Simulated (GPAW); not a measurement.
# InCo3P (model structure): optical spectrum from first principles

Aim: the dielectric function of InCo3P (model structure), and the optical constants that follow from it. The structure is a model built here, which may or may not match a known phase. It was built so: All N replaced by P in the Pm-3m structure of InCo3N. The cell given below was relaxed beforehand with Ansatz.

Calculated with GPAW 26.7.0; DFT, PBE, plane-wave PAW (GPAW data sets), scalar-relativistic, RPA, optical limit.

## Step 1: The starting structure

The structure is cubic, space group Pm-3m (No. 221). The conventional cell has a = 4.154 Å, b = 4.154 Å, c = 4.154 Å, α = 90.00°, β = 90.00°, γ = 90.00°. Nearest to In lie 12 Co at 2.94 Å. Nearest to Co lie 2 P at 2.08 Å and 4 In at 2.94 Å and 8 Co at 2.94 Å. Nearest to P lie 6 Co at 2.08 Å. All N replaced by P in the Pm-3m structure of InCo3N. Farther neighbours are not listed.

Structure file:

```cif
data_structure
_symmetry_space_group_name_H-M 'P 1'
_symmetry_Int_Tables_number 1
_cell_length_a 4.1536
_cell_length_b 4.1536
_cell_length_c 4.1536
_cell_angle_alpha 90.000
_cell_angle_beta 90.000
_cell_angle_gamma 90.000
_cell_volume 71.66
loop_
_atom_site_label
_atom_site_type_symbol
_atom_site_fract_x
_atom_site_fract_y
_atom_site_fract_z
_atom_site_occupancy
In1 In 0.00000 0.00000 0.00000 1
Co2 Co 0.00000 0.50000 0.50000 1
Co3 Co 0.50000 0.00000 0.50000 1
Co4 Co 0.50000 0.50000 0.00000 1
P5 P 0.50000 0.50000 0.50000 1
```

## Step 2: Ground state

The self-consistent density comes first; it also tells whether there is a gap, which decides the occupations and the need for a Drude term.

This step: DFT, PBE, plane-wave PAW (GPAW data sets), scalar-relativistic, ground state (GPAW 26.7.0).

The input, gs.py:

```python
from ase import Atoms
from ase.dft.bandgap import bandgap
from gpaw import GPAW, PW, FermiDirac

atoms = Atoms(['In', 'Co', 'Co', 'Co', 'P'],
              cell=[[4.15363617, 0.00000000, 0.00000000],
                    [0.00000000, 4.15363617, 0.00000000],
                    [0.00000000, 0.00000000, 4.15363617]],
              scaled_positions=[[1.00000000, 0.00000000, 0.00000000],
                                [0.00000000, 0.50000000, 0.50000000],
                                [0.50000000, 1.00000000, 0.50000000],
                                [0.50000000, 0.50000000, 0.00000000],
                                [0.50000000, 0.50000000, 0.50000000]],
              pbc=[True, True, True])
atoms.set_initial_magnetic_moments([0.0, 2.0, 2.0, 2.0, 0.0])
atoms.calc = GPAW(mode=PW(450), xc='PBE', kpts={'size': (6, 6, 6), 'gamma': True},
                  occupations=FermiDirac(0.05), maxiter=150, txt='gs.txt')
print('energy (eV)', atoms.get_potential_energy())
print('Fermi level (eV)', atoms.calc.get_fermi_level())
print('valence electrons', atoms.calc.get_number_of_electrons())
print('gap (eV)', bandgap(atoms.calc, output=None)[0])
print('direct gap (eV)', bandgap(atoms.calc, direct=True, output=None)[0])
print('moments', atoms.get_magnetic_moments().round(3).tolist())
atoms.calc.write('gs.gpw')
```

The run is started by

```console
$ OMP_NUM_THREADS=1 python gs.py
```

Numbers of over 12 decimals in the logs are rounded to 6 here.

The program printed:

```text
__  _  _
 | _ |_)|_||  |
 |__||  | ||/\| - 26.7.0

Versions:
  Python: 3.12.14
  ASE:    3.29.0
  Numpy:  2.5.5
  Scipy:  1.18.1
  Libxc:  7.0.0

Input parameters:
  mode=PW(ecut=450.000000),
  kpts=MonkhorstPack(size=(6, 6, 6), gamma=True),
  maxiter=150,
  occupations=Occupations(name='fermi-dirac', width=0.05, fixmagmom=False),
  xc=XC(name='PBE')

Diagonalizing LCAO Hamiltonian
Converting LCAO to pw mode
    .---------.
   /|         |
  / |         |
 *  |         |
 | Co  P      |
 |  .---------.
 | /  Coo    /
 |/         /
 In--------*

Atoms  # Å, Bohr magnetons
|   | symbol |        x |        y |        z |    initial magnetic moments |
| 0 |     In | 4.153636 | 0.000000 | 0.000000 | ( 0.0000,  0.0000,  0.0000) |
| 1 |     Co | 0.000000 | 2.076818 | 2.076818 | ( 0.0000,  0.0000,  2.0000) |
| 2 |     Co | 2.076818 | 4.153636 | 2.076818 | ( 0.0000,  0.0000,  2.0000) |
| 3 |     Co | 2.076818 | 2.076818 | 0.000000 | ( 0.0000,  0.0000,  2.0000) |
| 4 |      P | 2.076818 | 2.076818 | 2.076818 | ( 0.0000,  0.0000,  0.0000) |

Unit cell  # Å
| periodic |        x |        y |        z |  lengths |    angles |
|      yes | 4.153636 | 0.000000 | 0.000000 | 4.153636 | 90.000000 |
|      yes | 0.000000 | 4.153636 | 0.000000 | 4.153636 | 90.000000 |
|      yes | 0.000000 | 0.000000 | 4.153636 | 4.153636 | 90.000000 |

Number of symmetries: 48
Symmetry operations  # r_c * U_cc + t_c -> r_c
|    | kind |            matrix            |
|  0 |  E   |  1, 0, 0,  0, 1, 0,  0, 0, 1 |
|  1 |  σ   |  1, 0, 0,  0, 1, 0,  0, 0,-1 |
|  2 |  σ   |  1, 0, 0,  0, 0, 1,  0, 1, 0 |
|  3 |  C4  |  1, 0, 0,  0, 0, 1,  0,-1, 0 |
|  4 |  C4  |  1, 0, 0,  0, 0,-1,  0, 1, 0 |
|  5 |  σ   |  1, 0, 0,  0, 0,-1,  0,-1, 0 |
|  6 |  σ   |  1, 0, 0,  0,-1, 0,  0, 0, 1 |
|  7 |  C2  |  1, 0, 0,  0,-1, 0,  0, 0,-1 |
|  8 |  σ   |  0, 1, 0,  1, 0, 0,  0, 0, 1 |
|  9 |  C2  |  0, 1, 0,  1, 0, 0,  0, 0,-1 |
| 10 |  C3  |  0, 1, 0,  0, 0, 1,  1, 0, 0 |
| 11 |  S6  |  0, 1, 0,  0, 0, 1, -1, 0, 0 |
| 12 |  S6  |  0, 1, 0,  0, 0,-1,  1, 0, 0 |
| 13 |  C3  |  0, 1, 0,  0, 0,-1, -1, 0, 0 |
| 14 |  C4  |  0, 1, 0, -1, 0, 0,  0, 0, 1 |
| 15 |  S4  |  0, 1, 0, -1, 0, 0,  0, 0,-1 |
| 16 |  C3  |  0, 0, 1,  1, 0, 0,  0, 1, 0 |
| 17 |  S6  |  0, 0, 1,  1, 0, 0,  0,-1, 0 |
| 18 |  σ   |  0, 0, 1,  0, 1, 0,  1, 0, 0 |
| 19 |  C4  |  0, 0, 1,  0, 1, 0, -1, 0, 0 |
| 20 |  C2  |  0, 0, 1,  0,-1, 0,  1, 0, 0 |
| 21 |  S4  |  0, 0, 1,  0,-1, 0, -1, 0, 0 |
| 22 |  S6  |  0, 0, 1, -1, 0, 0,  0, 1, 0 |
| 23 |  C3  |  0, 0, 1, -1, 0, 0,  0,-1, 0 |
| 24 |  S6  |  0, 0,-1,  1, 0, 0,  0, 1, 0 |
| 25 |  C3  |  0, 0,-1,  1, 0, 0,  0,-1, 0 |
| 26 |  C4  |  0, 0,-1,  0, 1, 0,  1, 0, 0 |
| 27 |  σ   |  0, 0,-1,  0, 1, 0, -1, 0, 0 |
| 28 |  S4  |  0, 0,-1,  0,-1, 0,  1, 0, 0 |
| 29 |  C2  |  0, 0,-1,  0,-1, 0, -1, 0, 0 |
| 30 |  C3  |  0, 0,-1, -1, 0, 0,  0, 1, 0 |
| 31 |  S6  |  0, 0,-1, -1, 0, 0,  0,-1, 0 |
| 32 |  C4  |  0,-1, 0,  1, 0, 0,  0, 0, 1 |
| 33 |  S4  |  0,-1, 0,  1, 0, 0,  0, 0,-1 |
| 34 |  S6  |  0,-1, 0,  0, 0, 1,  1, 0, 0 |
| 35 |  C3  |  0,-1, 0,  0, 0, 1, -1, 0, 0 |
| 36 |  C3  |  0,-1, 0,  0, 0,-1,  1, 0, 0 |
| 37 |  S6  |  0,-1, 0,  0, 0,-1, -1, 0, 0 |
| 38 |  σ   |  0,-1, 0, -1, 0, 0,  0, 0, 1 |
| 39 |  C2  |  0,-1, 0, -1, 0, 0,  0, 0,-1 |
| 40 |  σ   | -1, 0, 0,  0, 1, 0,  0, 0, 1 |
| 41 |  C2  | -1, 0, 0,  0, 1, 0,  0, 0,-1 |
| 42 |  C2  | -1, 0, 0,  0, 0, 1,  0, 1, 0 |
| 43 |  S4  | -1, 0, 0,  0, 0, 1,  0,-1, 0 |
| 44 |  S4  | -1, 0, 0,  0, 0,-1,  0, 1, 0 |
| 45 |  C2  | -1, 0, 0,  0, 0,-1,  0,-1, 0 |
| 46 |  C2  | -1, 0, 0,  0,-1, 0,  0, 0, 1 |
| 47 |  i   | -1, 0, 0,  0,-1, 0,  0, 0,-1 |

BZ-sampling:
  Number of BZ points: 216
  Number of IBZ points: 20

  Monkhorst-Pack size: [6, 6, 6]
  Monkhorst-Pack shift: [0.083333, 0.083333, 0.083333]

K-points  # in reciprocal-cell coordinates
|     |                                coordinates |     weight |
|   0 | (  0.00000000,   0.00000000,   0.00000000) | 0.00462963 |
|   1 | (  0.16666667,   0.00000000,   0.00000000) | 0.02777778 |
|   2 | (  0.16666667,   0.16666667,   0.00000000) | 0.05555556 |
|   3 | (  0.16666667,   0.16666667,   0.16666667) | 0.03703704 |
|   4 | (  0.33333333,   0.00000000,   0.00000000) | 0.02777778 |
|   5 | (  0.33333333,   0.16666667,   0.00000000) | 0.11111111 |
|   6 | (  0.33333333,   0.16666667,   0.16666667) | 0.11111111 |
|   7 | (  0.33333333,   0.33333333,   0.00000000) | 0.05555556 |
|   8 | (  0.33333333,   0.33333333,   0.16666667) | 0.11111111 |
|   9 | (  0.33333333,   0.33333333,   0.33333333) | 0.03703704 |
| ... |                                            |            |
|  19 | (  0.50000000,   0.50000000,   0.50000000) | 0.00462963 |

Plane wave coefficients: 1596
Cutoff: 450.000000 eV

Spin-components: 2 (collinear spins)
Bands:           35
Projectors:      29
Spin-degeneracy: 1
Datatype:        complex128

Parallelization:
  kpt:    1
  domain: 1
  band:   1

Density:
  Valence electrons: 45.0
  Components: 2
  Grid points: [21 21 21]
  Charge: 0.0  # |e|

Potential:
  Grid points: [21 21 21]

species:
  In:
    name:    Indium
    id:
    Z:       49.0
    valence: 13
    core:    36
    charge:  0.0  # [|e|]
    compensation charges:
      type: gauss
      rc: 0.36  # [Å]
      lmax: 2
    cutoffs:
      filter: 2.09  # [Å]
      core: 2.48  # [Å]
    projectors
    | kind |    occ | energy [eV] | rcut [Å] |
    |   5s |  2.000 |      -8.203 |    1.185 |
    |   5p |  1.000 |      -2.521 |    1.244 |
    |   4d | 10.000 |     -18.629 |    1.148 |
    |    s |        |      19.008 |    1.185 |
    |    p |        |      24.691 |    1.244 |
    |    d |        |       8.583 |    1.148 |

    Using partial waves for In as LCAO basis

  Co:
    name:    Cobalt
    id:
    Z:       27.0
    valence: 9
    core:    18
    charge:  0.0  # [|e|]
    compensation charges:
      type: gauss
      rc: 0.32  # [Å]
      lmax: 2
    cutoffs:
      filter: 1.87  # [Å]
      core: 2.55  # [Å]
    projectors
    | kind |    occ | energy [eV] | rcut [Å] |
    |   4s |  2.000 |      -5.469 |    1.005 |
    |   4p |  0.000 |      -1.277 |    1.058 |
    |   3d |  7.000 |      -8.205 |    1.005 |
    |    s |        |      21.742 |    1.005 |
    |    p |        |      25.934 |    1.058 |
    |    d |        |      19.007 |    1.005 |

    Using partial waves for Co as LCAO basis

  P:
    name:    Phosphorus
    id:
    Z:       15.0
    valence: 5
    core:    10
    charge:  0.0  # [|e|]
    compensation charges:
      type: gauss
      rc: 0.30  # [Å]
      lmax: 2
    cutoffs:
      filter: 1.69  # [Å]
      core: 1.81  # [Å]
    projectors
    | kind |    occ | energy [eV] | rcut [Å] |
    |   3s |  2.000 |     -13.968 |    0.953 |
    |   3p |  3.000 |      -5.506 |    0.953 |
    |    s |        |      13.244 |    0.953 |
    |    p |        |      21.705 |    0.953 |
    |    d |        |       0.000 |    0.953 |

    Using partial waves for P as LCAO basis

Reference energy: -282986.463036  # eV

eigensolver:
  PPCG
  Converge bands: occupied
  niter=2

density mixing:
  MSR1-Mixer
  Pratt-step length: 0.05
  Maximum mixing coefficient: 0.75
  Old densities: 10
  SVD Regularization: 0.005
  Good broyden scale: 1.0
  Trust region scale: 1.0
  Backstep threshold: 4.0
  History deletion threshold: 6.0
  Fourier metric: weight=20.0, sigma=0.015

occupation numbers:
  Fermi-Dirac:
    width: 0.0500  # eV

poisson solver:
  ecut: 3600.000000  # eV

xc functional:
  name: PBE with 2 nearest neighbor stencil

convergence criteria:
- Maximum [total energy] change in last 3 cyles: 0.0005 eV / valence electron
- Maximum integral of absolute [dens]ity change: 0.0001 electrons / valence electron
- Maximum integral of absolute [eigenst]ate change: 4e-08 eV^2 / valence electron
maximum number of iterations: 150

SCF iterations
|iter     |      energy | eigst |  dens |  magmom |
|iter:   1||  -32.999121 | +0.55 |       |  +6.0114|
|iter:   2||  -32.469248 | -1.28 | -0.84 |  +5.8588|
|iter:   3||  -31.673612 | -1.44 | -0.92 |  +4.9729|
|iter:   4||  -31.808370 | -2.34 | -1.16 |  +3.9980|
|iter:   5||  -31.941089 | -2.54 | -1.44 |  +2.8382|
|iter:   6||  -31.955606 | -3.29 | -1.91 |  +2.4947|
|iter:   7||  -31.960325c| -3.49 | -2.19 |  +2.3107|
|iter:   8||  -31.962727c| -3.70 | -2.46 |  +2.1713|
|iter:   9||  -31.963489c| -4.29 | -2.78 |  +2.0891|
|iter:  10||  -31.964048c| -4.63 | -3.02 |  +2.0118|
|iter:  11||  -31.964324c| -4.79 | -3.24 |  +1.9434|
|iter:  12||  -31.964301c| -6.15 | -3.83 |  +1.9523|
|iter:  13||  -31.964295c| -7.38 | -4.39c|  +1.9538|
|iter:  14||  -31.964295c| -7.66c| -4.73c|  +1.9541|

Converged in 14 steps
SCF loop duration: 50.479 s (3.606 s/step)
Energy contributions relative to reference atoms: (reference = -282986.463036)

Energy contributions:
  Kinetic:          62.964397
  Coulomb:         -50.916587
  Zero:              0.870055
  External:          0.000000
  Xc:              -44.862616
  Entropy:          -0.039087
  Spinorbit:         0.000000
  ----------------------------
  Free energy:     -31.983838
  Extrapolated:    -31.964295

dipole moment: (-24.995839, -24.995839, -24.995839)  # |e|*Ang

Total magnetic moment: (0.000000, 0.000000, 1.954108)

Local magnetic moments
|        x |        y |         z |
| 0.000000 | 0.000000 | -0.013874 |  # In   0
| 0.000000 | 0.000000 |  0.673563 |  # Co   1
| 0.000000 | 0.000000 |  0.673563 |  # Co   2
| 0.000000 | 0.000000 |  0.673563 |  # Co   3
| 0.000000 | 0.000000 | -0.005476 |  # P    4

Fermi level: 9.250
Eigenvalues  # (at kpt = [0.000, 0.000, 0.000])
| band index |      eig [eV] | occ [0-1] |      eig [eV] | occ [0-1] |
|          0 |        -5.154 |     1.000 |        -5.164 |     1.000 |
|        ... |               |           |               |           |
|         16 |         7.153 |     1.000 |         7.548 |     1.000 |
|         17 |         8.252 |     1.000 |         8.631 |     1.000 |
|         18 |         8.252 |     1.000 |         8.631 |     1.000 |
|         19 |         8.252 |     1.000 |         8.631 |     1.000 |
|         20 |         8.350 |     1.000 |         9.186 |     0.785 |
|         21 |         8.350 |     1.000 |         9.186 |     0.785 |
|         22 |         8.350 |     1.000 |         9.186 |     0.785 |
|         23 |         8.614 |     1.000 |         9.680 |     0.000 |
|         24 |        10.882 |     0.000 |        11.213 |     0.000 |
|         25 |        12.602 |     0.000 |        12.604 |     0.000 |
|         26 |        12.602 |     0.000 |        12.604 |     0.000 |
|         27 |        12.629 |     0.000 |        12.604 |     0.000 |
|         28 |        12.629 |     0.000 |        13.008 |     0.000 |
|         29 |        12.629 |     0.000 |        13.008 |     0.000 |
|         30 |        18.063 |     0.000 |        18.133 |     0.000 |
|        ... |               |           |               |           |
|         34 |        23.994 |     0.000 |        24.015 |     0.000 |

No gap
No difference between direct/indirect transitions

--- standard output ---
energy (eV) -31.964295
Fermi level (eV) 9.250308
valence electrons 45.0
gap (eV) 0.0
direct gap (eV) 0.0
moments [-0.014, 0.674, 0.674, 0.674, -0.005]
```

It took 54 s on 1 thread of Arm Neoverse V2, shared host; peak memory 0.19 GiB.

Read-outs, printed or worked out from the files:

| Item | Value |
| --- | --- |
| energy | -31.96 eV |
| Fermi energy | 9.250 eV |
| electrons | 45 |
| site moments | -0.014, 0.674, 0.674, 0.674, -0.005 μB |

There are states at the Fermi level within the smearing, so the occupations stay smeared and the carriers get a Drude term.

## Step 3: Bands for the response

At the fixed density, many empty bands are solved on the mesh of the response, since the spectrum sums over them.

This step: DFT, PBE, plane-wave PAW (GPAW data sets), scalar-relativistic, bands at fixed density (GPAW 26.7.0).

The input, nscf.py:

```python
from ase.dft.bandgap import bandgap
from gpaw import GPAW, FermiDirac

calc = GPAW('gs.gpw').fixed_density(kpts={'size': (8, 8, 8), 'gamma': True}, nbands=48, convergence={'bands': 42},
                                    occupations=FermiDirac(0.05), txt='nscf.txt')
print('gap (eV)', bandgap(calc, output=None)[0])
print('direct gap (eV)', bandgap(calc, direct=True, output=None)[0])
calc.write('full.gpw', mode='all')
```

The run is started by

```console
$ OMP_NUM_THREADS=1 python nscf.py
```

The program printed:

```text
Diagonalizing LCAO Hamiltonian
Converting LCAO to pw mode
convergence criteria:
- Maximum integral of absolute [eigenst]ate change: 4e-08 eV^2 / valence electron
maximum number of iterations: 150

SCF iterations
|iter     |      energy | eigst |  dens |  magmom |
|iter:   1||             | +2.04 |       |  +1.9541|
|iter:   2||             | +1.32 |       |  +1.9541|
|iter:   3||             | +0.39 |       |  +1.9541|
|iter:   4||             | -0.49 |       |  +1.9541|
|iter:   5||             | -1.36 |       |  +1.9541|
|iter:   6||             | -2.18 |       |  +1.9541|
|iter:   7||             | -2.83 |       |  +1.9541|
|iter:   8||             | -3.48 |       |  +1.9541|
|iter:   9||             | -4.03 |       |  +1.9541|
|iter:  10||             | -4.59 |       |  +1.9541|
|iter:  11||             | -5.10 |       |  +1.9541|
|iter:  12||             | -5.63 |       |  +1.9541|
|iter:  13||             | -6.13 |       |  +1.9541|
|iter:  14||             | -6.65 |       |  +1.9541|
|iter:  15||             | -7.13 |       |  +1.9541|
|iter:  16||             | -7.33 |       |  +1.9541|
|iter:  17||             | -7.69c|       |  +1.9541|
SCF steps: 17
  __  _  _
 | _ |_)|_||  |
 |__||  | ||/\| - 26.7.0

Versions:
  Python: 3.12.14
  ASE:    3.29.0
  Numpy:  2.5.5
  Scipy:  1.18.1
  Libxc:  7.0.0

Input parameters:
  mode=PW(ecut=450.000000),
  convergence={'bands': 42},
  gpts=array([21, 21, 21]),
  kpts=MonkhorstPack(size=(8, 8, 8), gamma=True),
  maxiter=150,
  nbands=48,
  occupations=Occupations(name='fermi-dirac', width=0.05, fixmagmom=False),
  parallel={},
  xc=XC(name='PBE')

--- standard output ---
gap (eV) 0.0
direct gap (eV) 0.0
```

The job ended after 2.2 min (1 thread; peak memory 0.27 GiB).

[end of part 1 of 2]

[Machine, clock and banner lines and Python warnings are left out of the logs.]

[Logs are printed without paths, hosts, clocks, repeated set-up lines and the standing remarks that a program may print on its own settings, such as how far it seeks lower states.]

[Hosts, paths, dates, database ids (printed as entryN), source tags and the programs' standing remarks are cut or masked in the printed files.]
